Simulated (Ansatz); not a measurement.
**SrCl2 (Fm-3m): refractive index against wavelength**

The refractive index of SrCl2 (Fm-3m) below the direct gap (5.51 eV on the mesh) is read from one computed spectrum, n = √(Re ε).

Symmetry: Fm-3m, No. 225, cubic system. The conventional cell has a = 6.977 Å, b = 6.977 Å, c = 6.977 Å, α = 90.00°, β = 90.00°, γ = 90.00°. Around Sr on site a lie 8 Cl at 3.02 Å. Cl on site c has 4 Sr at 3.02 Å as nearest neighbours.

Method: Ansatz 0.2.0, PBE, independent particles, k-mesh 6×6×6 with interpolation inside its cells, Gaussian parameter 0.1 eV.

Launch of the response step: `ansatz run input.yaml --threads 4 --pin off --max-ram 8192MiB --backend cpu --events-out ev --progress --plain --runs-dir out`. The run took 3 s, on 4 threads of Intel(R) Xeon(R) Platinum 8559C (Emerald Rapids) (shared host).

```tsv
wavelength (nm)	photon energy E (eV)	n
850	1.459	1.8086
700	1.771	1.8164
633	1.959	1.8219
532	2.331	1.8350
450	2.755	1.8536
405	3.061	?
365	3.397	1.8913
```

In the single-oscillator model n² − 1 = E₀E_d/(E₀² − E²), so 1/(n² − 1) = E₀/E_d − E²/(E₀E_d) is linear in E².

Working, on the rows shown:

| x = E² (eV²) | y = 1/(n² − 1) |
| --- | --- |
| 2.12762 | 0.440328 |
| 3.13716 | 0.434913 |
| 3.83641 | 0.431161 |
| 5.43137 | 0.422436 |
| 7.59115 | 0.410537 |
| 11.5384 | 0.388046 |

Means: x̄ = 5.6104, ȳ = 0.42124. Σ(x − x̄)(y − ȳ) = -0.3361, Σ(x − x̄)² = 60.49. Slope = -0.3361 / 60.49 = -0.005556; intercept = ȳ − slope · x̄ = 0.45241. Turned back into n, the line misses the rows shown by at most 0.00049.

Fill in the last column of the withheld row.

At x = 9.3718 the line gives y = 0.40034, that is 1.8703. The run gave 1.8700, so the interpolation is off by 0.00026, 0.3 % of the range in the table.

Refitted with all rows, the slope is -0.005549 and the intercept 0.45239. These give E₀ = √(intercept/−slope) = 9.03 eV and E_d = E₀/intercept = 20.0 eV; E₀ is 1.6 times the direct gap. The electronic limit at long wavelengths, without lattice vibrations, is n = √(1 + 1/intercept) = 1.792. Excitons are left out and so are local fields; PBE gaps are as a rule too small. Spin-orbit coupling is left out.

[Logs are printed without paths, hosts, clocks, repeated set-up lines and the standing remarks that a program may print on its own settings, such as how far it seeks lower states.]
